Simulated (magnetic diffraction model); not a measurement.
# SrErAu below its ordering temperature

Space group P6_3mc (no. 186), a = 4.9280 Å, c = 7.9900 Å.

```csv
site,atom,x,y,z
2b,Au,1/3,2/3,0.8268
2a,Er,0,0,0.0002
2b,Sr,2/3,1/3,0.7231
```

This is a made-up structure (elements placed in a structure type, unrelaxed), so the numbers test the method and describe no known phase.

Only Er is taken to order (form factors of Er3+); orders and moment sizes are assumed, and not adapted to the symmetry. Radiation: neutrons of λ = 2.567 Å, 5° to 100°; isotropic B of 0.36 Å² (Au), 0.36 Å² (Er) and 0.41 Å² (Sr). Simulated constant-wavelength pattern: nuclear and magnetic terms add, the magnetic one as |2.695 fm × Σ f S⊥ exp(2πi Q·r) exp(−B s²)|², summed over all Q at one angle with the factor 1/(sin²θ cos θ). For collinear order S is the moment m, which repeats by lattice and centring translations R with the sign exp(−2πi k·R). Free-ion form factors, Sears's scattering lengths of 1992, no absorption; a label names one of the reflections at its angle. The strongest nuclear line in the range is 100, and lines under 0.2 are left out.

Above the ordering temperature:

```csv
2θ (°),index,I
37.48,(0 0 2),4.1
39.87,(1 0 1),14.3
52.22,(1 0 2),96.2
62.78,(1 1 0),100.0
69.23,(1 0 3),38.1
75.47,(1 1 2),7.8
77.01,(2 0 1),5.0
79.97,(0 0 4),5.7
85.99,(2 0 2),47.7
90.38,(1 0 4),10.8
```

Below it (cell unchanged):

```tsv
2θ (°)	I
19.63	197.4
31.63	61.0
33.00	39.1
37.48	4.1
39.87	14.3
41.56	26.3
47.89	65.0
50.79	12.2
52.22	96.2
54.54	28.3
55.44	40.2
57.20	10.7
61.52	19.0
62.78	100.0
66.47	28.4
68.85	20.8
69.23	38.1
71.18	5.5
72.78	21.6
74.31	10.6
75.47	7.8
76.58	5.2
77.01	5.0
79.97	5.7
82.65	24.1
84.86	14.1
85.99	47.7
87.06	11.1
87.86	19.1
88.59	19.8
90.38	10.8
92.25	5.9
93.77	16.1
95.18	3.1
98.25	9.5
```

**Question.** Check that the new lines index with k = (0 1/2 1/2), then choose among these models:
A. collinear moments along [001], 7.8 μB on Er; signs + at (0, 0, 0.0002), − at (0, 0, 0.5002)
B. collinear moments along [101], 7.8 μB on Er; signs + at (0, 0, 0.0002), − at (0, 0, 0.5002)
C. collinear moments along [001], 7.8 μB on Er; signs + at (0, 0, 0.0002), + at (0, 0, 0.5002)
D. collinear moments along [101], 7.8 μB on Er; signs + at (0, 0, 0.0002), + at (0, 0, 0.5002)

The new lines index as (0 1/2 1/2) at 19.63°, (1 -1/2 1/2) at 31.63°, (0 1/2 3/2) at 33.00° and (1 -1/2 3/2) at 41.56°, that is as H ± k with k = (0 1/2 1/2), one of 3 inequivalent arms of its star (k and −k counted as one), which a powder can't tell apart. Half indices mean that the moments reverse under translations with k·R a half-integer, and the magnetic cell has twice the primitive volume.

Magnetic intensity, observed (below minus above) and for each model:

| 2θ (°) | index | observed | A | B | C | D |
| --- | --- | --- | --- | --- | --- | --- |
| 19.63 | (0 1/2 1/2) | 197.4 | 183.0 | 197.4 | 183.0 | 197.4 |
| 31.63 | (1 -1/2 1/2) | 61.0 | 81.3 | 61.0 | 81.3 | 61.0 |
| 33.00 | (0 1/2 3/2) | 39.1 | 22.9 | 39.1 | 22.9 | 39.1 |
| 47.89 | (1 1/2 1/2) | 65.0 | 72.7 | 65.0 | 72.7 | 65.0 |
| 50.79 | (0 1/2 5/2) | 12.2 | 4.1 | 12.2 | 4.1 | 12.2 |
| 66.47 | (2 -1/2 1/2) | 28.4 | 37.8 | 28.4 | 37.8 | 28.4 |
| 71.18 | (0 1/2 7/2) | 5.5 | 1.1 | 5.5 | 1.1 | 5.5 |
| 72.78 | (2 -1/2 3/2) | 21.6 | 27.0 | 21.6 | 27.0 | 21.6 |

Models B and D match alike on every line, so these data can't choose among them (such ties are often domains of one structure).

The structure used: k = (0 1/2 1/2), collinear moments along [101], 7.8 μB on Er; signs + at (0, 0, 0.0002), + at (0, 0, 0.5002).

[Logs are printed without paths, hosts, clocks, repeated set-up lines and the standing remarks that a program may print on its own settings, such as how far it seeks lower states.]
